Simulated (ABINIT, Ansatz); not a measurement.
# Ba2IBrF2 (P4mm): G0W0 with ABINIT, start to end

Wanted: ground state, empty states, screening and self-energy for Ba2IBrF2 (P4mm).

Method: PBEsol and many-body steps on it, plane waves, in ABINIT 10.8.3.

This is a report of a sequence of runs, with most program output left out.

## Step 1: Starting point

The structure is tetragonal, space group P4mm (No. 99). Conventional cell: a = 4.623 Å, b = 4.623 Å, c = 7.991 Å, α = 90.00°, β = 90.00°, γ = 90.00°. Ba has 4 F at 2.70 Å and 4 I at 3.59 Å and 2 Br at 3.89 to 4.10 Å nearest. Ba has 4 F at 2.73 Å and 4 Br at 3.50 Å and 2 I at 3.65 to 4.35 Å and 4 Ba at 4.34 Å nearest. I has 6 Ba at 3.59 to 4.35 Å nearest. Nearest to Br lie 6 Ba at 3.50 to 4.10 Å and 4 F at 3.55 Å. F has 4 Ba at 2.70 to 2.73 Å nearest. Farther neighbours and most contacts between anions are not listed.

As a file:

```cif
data_structure
_symmetry_space_group_name_H-M 'P4mm'
_symmetry_Int_Tables_number 99
_cell_length_a 4.6234
_cell_length_b 4.6234
_cell_length_c 7.9914
_cell_angle_alpha 90.000
_cell_angle_beta 90.000
_cell_angle_gamma 90.000
_cell_volume 170.82
loop_
_atom_site_label
_atom_site_type_symbol
_atom_site_symmetry_multiplicity
_atom_site_Wyckoff_symbol
_atom_site_fract_x
_atom_site_fract_y
_atom_site_fract_z
_atom_site_occupancy
Ba1 Ba 1 b 0.50000 0.50000 0.82740 1
Ba2 Ba 1 a 0.00000 0.00000 0.18519 1
I1 I 1 a 0.00000 0.00000 0.64139 1
Br1 Br 1 b 0.50000 0.50000 0.34010 1
F1 F 2 c 0.50000 0.00000 0.00296 1
```

The cell and positions are those that the Materials Project relaxed with its own functionals (PBE, PBE+U or r2SCAN), kept fixed. Spin-orbit coupling is left out unless a step names it.

## Step 2: Ground state

This step: ABINIT 10.8.3; DFT, PBEsol, plane waves, norm-conserving pseudopotentials.

The ground-state density comes first.

run.abi reads:

```
acell 3*1.0 Angstrom
rprim 
  4.623364000000 0.000000000000 0.000000000000
  0.000000000000 4.623364000000 0.000000000000
  0.000000000000 0.000000000000 7.991386000000
ntypat 4
znucl 56 53 35 9
natom 6
typat 1 1 2 3 4 4
xred 
  0.500000000000 0.500000000000 0.827396000000
  0.000000000000 0.000000000000 0.185191000000
  0.000000000000 0.000000000000 0.641387000000
  0.500000000000 0.500000000000 0.340098000000
  0.500000000000 0.000000000000 0.002964000000
  0.000000000000 0.500000000000 0.002964000000
pp_dirpath "pseudos"
pseudos "Ba.upf, I.upf, Br.upf, F.upf"
ecut 36
ngkpt 4 4 4
nshiftk 1
shiftk 0 0 0
kptopt 1
chksymbreak 0
nband 31
occopt 1
tolvrs 1e-10
nstep 60
prtwf 0
optforces 0
optstress 0
indata_prefix "in"
outdata_prefix "out"
tmpdata_prefix "tmp"
```

Run with:

```sh
$ OMP_NUM_THREADS=1 mpirun -n 4 abinit run.abi > log
```

Wall time 1.9 min (4 MPI ranks of Arm Neoverse V1, shared host); peak memory 0.59 GiB.

Numbers from this step:

| Item | Value |
| --- | --- |
| total energy | -3658.8014 eV |
| gap | 4.250 eV |
| k of the valence top | 0, 0, 0 |
| k of the conduction bottom | 0, 0, 0 |
| least direct gap | 4.250 eV |

The gap is direct, at Γ.

## Step 3: Bands along the symmetry lines

Levels along a band path, at the cheap level, show where the edges lie and whether the meshes to come will hold them.

run.abi reads:

```
acell 3*1.0 Angstrom
rprim 
  4.623364000000 0.000000000000 0.000000000000
  0.000000000000 4.623364000000 0.000000000000
  0.000000000000 0.000000000000 7.991386000000
ntypat 4
znucl 56 53 35 9
natom 6
typat 1 1 2 3 4 4
xred 
  0.500000000000 0.500000000000 0.827396000000
  0.000000000000 0.000000000000 0.185191000000
  0.000000000000 0.000000000000 0.641387000000
  0.500000000000 0.500000000000 0.340098000000
  0.500000000000 0.000000000000 0.002964000000
  0.000000000000 0.500000000000 0.002964000000
pp_dirpath "pseudos"
pseudos "Ba.upf, I.upf, Br.upf, F.upf"
ecut 36
iscf -2
irdden 1
kptopt 0
nkpt 75
kpt 
  0.00000000 0.00000000 0.00000000
  0.00000000 0.06250000 0.00000000
  0.00000000 0.12500000 0.00000000
  0.00000000 0.18750000 0.00000000
  0.00000000 0.25000000 0.00000000
  0.00000000 0.31250000 0.00000000
  0.00000000 0.37500000 0.00000000
  0.00000000 0.43750000 0.00000000
  0.00000000 0.50000000 0.00000000
  0.06250000 0.50000000 0.00000000
  0.12500000 0.50000000 0.00000000
  0.18750000 0.50000000 0.00000000
  0.25000000 0.50000000 0.00000000
  0.31250000 0.50000000 0.00000000
  0.37500000 0.50000000 0.00000000
  0.43750000 0.50000000 0.00000000
  0.50000000 0.50000000 0.00000000
  0.43750000 0.43750000 0.00000000
  0.37500000 0.37500000 0.00000000
  0.31250000 0.31250000 0.00000000
  0.25000000 0.25000000 0.00000000
  0.18750000 0.18750000 0.00000000
  0.12500000 0.12500000 0.00000000
  0.06250000 0.06250000 0.00000000
  0.00000000 0.00000000 0.00000000
  0.00000000 0.00000000 0.06250000
  0.00000000 0.00000000 0.12500000
  0.00000000 0.00000000 0.18750000
  0.00000000 0.00000000 0.25000000
  0.00000000 0.00000000 0.31250000
  0.00000000 0.00000000 0.37500000
  0.00000000 0.00000000 0.43750000
  0.00000000 0.00000000 0.50000000
  0.00000000 0.06250000 0.50000000
  0.00000000 0.12500000 0.50000000
  0.00000000 0.18750000 0.50000000
  0.00000000 0.25000000 0.50000000
  0.00000000 0.31250000 0.50000000
  0.00000000 0.37500000 0.50000000
  0.00000000 0.43750000 0.50000000
  0.00000000 0.50000000 0.50000000
  0.06250000 0.50000000 0.50000000
  0.12500000 0.50000000 0.50000000
  0.18750000 0.50000000 0.50000000
  0.25000000 0.50000000 0.50000000
  0.31250000 0.50000000 0.50000000
  0.37500000 0.50000000 0.50000000
  0.43750000 0.50000000 0.50000000
  0.50000000 0.50000000 0.50000000
  0.43750000 0.43750000 0.50000000
  0.37500000 0.37500000 0.50000000
  0.31250000 0.31250000 0.50000000
  0.25000000 0.25000000 0.50000000
  0.18750000 0.18750000 0.50000000
  0.12500000 0.12500000 0.50000000
  0.06250000 0.06250000 0.50000000
  0.00000000 0.00000000 0.50000000
  0.00000000 0.50000000 0.00000000
  0.00000000 0.50000000 0.06250000
  0.00000000 0.50000000 0.12500000
  0.00000000 0.50000000 0.18750000
  0.00000000 0.50000000 0.25000000
  0.00000000 0.50000000 0.31250000
  0.00000000 0.50000000 0.37500000
  0.00000000 0.50000000 0.43750000
  0.00000000 0.50000000 0.50000000
  0.50000000 0.50000000 0.00000000
  0.50000000 0.50000000 0.06250000
  0.50000000 0.50000000 0.12500000
  0.50000000 0.50000000 0.18750000
  0.50000000 0.50000000 0.25000000
  0.50000000 0.50000000 0.31250000
  0.50000000 0.50000000 0.37500000
  0.50000000 0.50000000 0.43750000
  0.50000000 0.50000000 0.50000000
istwfk *1
nband 31
nbdbuf 2
tolwfr 1e-08
nstep 40
prtwf 0
prtvol 0
indata_prefix "in"
outdata_prefix "out"
tmpdata_prefix "tmp"
```

Elapsed: 3.7 min, on 4 MPI ranks; peak memory 0.76 GiB; 15 min of CPU time.

This step gave:

```yaml
gap: 4.250 eV
k_of_the_valence_top: 0, 0, 0
k_of_the_conduction_bottom: 0, 0, 0
least_direct_gap: 4.250 eV
```

The gap is 4.250 eV, as in the run before at this level.

Electronic bands along the path, in eV, zero at the top of the highest filled band:

```tsv
point	band 21	band 22	band 23	band 24	band 25	band 26	band 27	band 28
Γ	-0.86	-0.18	0.00	0.00	4.25	4.56	5.00	5.65
halfway	-0.87	-0.54	-0.19	-0.17	5.04	5.25	5.53	5.68
X	-0.84	-0.41	-0.41	-0.33	5.00	5.06	5.52	5.58
halfway	-0.78	-0.58	-0.43	-0.39	5.22	5.39	5.51	5.66
M	-0.81	-0.69	-0.54	-0.54	5.24	5.38	6.22	6.22
halfway	-0.91	-0.58	-0.30	-0.26	5.17	5.25	5.59	5.96
Γ	-0.86	-0.18	0.00	0.00	4.25	4.56	5.00	5.65
halfway	-0.84	-0.39	-0.02	-0.02	4.39	4.97	5.40	5.44
Z	-0.81	-0.64	-0.03	-0.03	4.64	5.04	5.57	5.84
halfway	-0.82	-0.35	-0.22	-0.19	5.25	5.49	5.79	5.89
R	-0.83	-0.39	-0.33	-0.32	5.29	5.30	5.97	6.29
halfway	-0.83	-0.63	-0.50	-0.45	5.57	5.80	6.31	6.31
A	-0.81	-0.68	-0.54	-0.54	6.10	6.10	6.12	6.43
halfway	-1.12	-0.51	-0.34	-0.27	5.63	5.98	6.18	6.22
Z	-0.81	-0.64	-0.03	-0.03	4.64	5.04	5.57	5.84
jump to X	-0.84	-0.41	-0.41	-0.33	5.00	5.06	5.52	5.58
halfway	-0.84	-0.40	-0.36	-0.32	5.13	5.18	5.76	5.92
R	-0.83	-0.39	-0.33	-0.32	5.29	5.30	5.97	6.29
jump to M	-0.81	-0.69	-0.54	-0.54	5.24	5.38	6.22	6.22
halfway	-0.81	-0.68	-0.54	-0.54	5.56	5.78	6.15	6.15
A	-0.81	-0.68	-0.54	-0.54	6.10	6.10	6.12	6.43
```

## Step 4: Empty states on the mesh, 2×2×1 mesh, 331 bands

The sums over transitions need many empty states on a uniform mesh; this step solves for them.

run.abi reads:

```
acell 3*1.0 Angstrom
rprim 
  4.623364000000 0.000000000000 0.000000000000
  0.000000000000 4.623364000000 0.000000000000
  0.000000000000 0.000000000000 7.991386000000
ntypat 4
znucl 56 53 35 9
natom 6
typat 1 1 2 3 4 4
xred 
  0.500000000000 0.500000000000 0.827396000000
  0.000000000000 0.000000000000 0.185191000000
  0.000000000000 0.000000000000 0.641387000000
  0.500000000000 0.500000000000 0.340098000000
  0.500000000000 0.000000000000 0.002964000000
  0.000000000000 0.500000000000 0.002964000000
pp_dirpath "pseudos"
pseudos "Ba.upf, I.upf, Br.upf, F.upf"
ecut 36
ngkpt 2 2 1
nshiftk 1
shiftk 0 0 0
kptopt 1
chksymbreak 0
iscf -2
irdden 1
istwfk *1
nband 331
nbdbuf 30
tolwfr 1e-09
nstep 60
prtvol 0
indata_prefix "in"
outdata_prefix "out"
tmpdata_prefix "tmp"
```

Elapsed: 4.6 min, on 4 MPI ranks; peak memory 0.57 GiB.

This step gave:

| Property | Result |
| --- | --- |
| gap | 4.250 eV |
| k of the valence top | 0, 0, 0 |
| k of the conduction bottom | 0, 0, 0 |
| least direct gap | 4.250 eV |
| k points computed | 3 |
| lowest point of the top converged band, above the valence top | 73.9342 eV |

On this mesh the gap is 4.250 eV.

## Step 5: Screening, 2×2×1 mesh, 301 bands, screening to 176.9 eV

The RPA dielectric matrix is built and inverted for each q.

This step: RPA screening on PBEsol, plane waves, norm-conserving pseudopotentials.

Changes to run.abi since step 4:

```diff
@@ -24,10 +24,11 @@
 chksymbreak 0
-iscf -2
-irdden 1
 istwfk *1
-nband 331
-nbdbuf 30
-tolwfr 1e-09
-nstep 60
-prtvol 0
+occopt 1
+irdwfk 1
+optdriver 3
+nband 301
+ecuteps 6.5
+inclvkb 2
+awtr 1
+symchi 1
 indata_prefix "in"
```

The job ended after 98 s (4 MPI ranks; peak memory 2.2 GiB; 6.5 min of CPU time).

Numbers from this step:

| Quantity | Value |
| --- | --- |
| ε∞ with local fields, on this mesh, along the program's q direction | 3.685 |
| the same without local fields | 4.326 |
| plasma frequency | 19.68 eV |
| plane waves in the screening matrix | 873 |

Local fields lower ε∞ by 15 %. On a Γ-centred mesh this coarse the value itself is usually too large, while a short band sum pulls it down.

## Step 6: Self-energy, 2×2×1 mesh, 301 bands, screening to 176.9 eV

The self-energy is evaluated for the states that the input lists, and the levels follow from it, in one-shot runs by the linearised quasiparticle equation.

This step: G0W0 on PBEsol, plane waves, norm-conserving pseudopotentials.

Changes to run.abi since step 5:

```diff
@@ -27,8 +27,15 @@
 irdwfk 1
-optdriver 3
+optdriver 4
 nband 301
+gwcalctyp 0
+ecutsigx 36
+symsigma 1
+nkptgw 1
+kptgw 
+  0.0000000000 0.0000000000 0.0000000000
+bdgw 
+  23 26
 ecuteps 6.5
-inclvkb 2
-awtr 1
-symchi 1
+irdscr 1
+ppmodel 1
 indata_prefix "in"
```

Elapsed: 38 s, on 4 MPI ranks; peak memory 2.2 GiB; 2.5 min of CPU time.

Numbers from this step:

```
G0W0 gap on the points computed              : 6.299 eV
starting gap on the mesh                     : 4.250 eV
k of the valence top                         : 0, 0, 0
k of the conduction bottom                   : 0, 0, 0
Z at the valence top                         : 0.816
Z at the conduction bottom                   : 0.84
least direct G0W0 gap on the computed points : 6.299 eV
```

The gap on the mesh goes from 4.25 eV to 6.30 eV, a correction of +2.05 eV.

Limits: finite bands, cutoff and mesh; no spin-orbit coupling; coarse k mesh. v1 is the top filled band, c1 the lowest empty one. The levels before and after the correction (eV, zero at the valence-band top of each column):

```tsv
	conduction bottom	valence top
Kohn-Sham	4.25	0.00
G0W0	6.30	0.00
```

```tsv
	level	energy (eV)
Kohn-Sham	Γ v2-v1	0.000
Kohn-Sham	Γ c1	4.250
Kohn-Sham	Γ c2	4.557
G0W0	Γ v2-v1	0.000
G0W0	Γ c1	6.299
G0W0	Γ c2	6.616
```

## Step 7: Where the time went

Times are wall times on 4 MPI ranks of Arm Neoverse V1, shared host, good to a factor of about two.

```tsv
step	time	share	memory (GiB)
ground state	1.9 min	15 %	0.59
bands along the symmetry lines	3.7 min	30 %	0.76
empty states on the mesh	4.6 min	37 %	0.57
screening	98 s	13 %	2.2
self-energy	38 s	5 %	2.2
```

## Step 8: Outcome

- PBEsol gap: 4.25 eV, direct
- G0W0 gap on the mesh: 6.30 eV
- GW settings: 2×2×1 mesh, 301 bands, screening to 176.9 eV, Godby-Needs plasmon pole
- known limits: not at the basis limit; no spin-orbit coupling; coarse k mesh

In words: G0W0 moves the gap on the mesh from 4.25 eV to 6.30 eV (+2.05 eV), with Z of 0.82 and 0.84 at the edges. Local fields lower the RPA ε∞ on this mesh from 4.33 to 3.68; a Γ-centred mesh this coarse tends to raise both, most where the direct gap is narrow, while a short band sum lowers them. Only 1 of the mesh's irreducible points was corrected, so a valley elsewhere could overtake. Bands and cutoff are finite, so the gap is not at the basis limit. The miss can reach some tenths of an eV and take either sign; the mesh is an error of its own. In the G0W0 run levels were corrected at 1 k point alone, so a gap called «on the mesh» is the least over those, and an edge elsewhere would be missed. The 2×2×1 mesh is coarse for this cell, which bears on the long-range parts of exchange and screening. The many-body steps are scalar-relativistic: spin-orbit coupling is not in them.

[Paths, hosts, dates, memory and timing lines, banners, echoed tables and standing remarks are left out of the program output.]

[Logs are printed without paths, hosts, clocks, repeated set-up lines and the standing remarks that a program may print on its own settings, such as how far it seeks lower states.]

[Runs of the session that timed out or met a known fault of the program may be left out.]

[Hosts, paths, dates, database ids (printed as entryN), source tags and the programs' standing remarks are cut or masked in the printed files.]

[G0W0 gaps are taken among the corrected bands and points alone; a level outside them can change the order at an edge.]

[Where Ansatz stands beside ABINIT at settings called matched, ABINIT's density can come from a denser mesh and the files from another edition; pairs whose starting gaps differed by over 0.03 eV were left out, so agreement reads better than it is.]
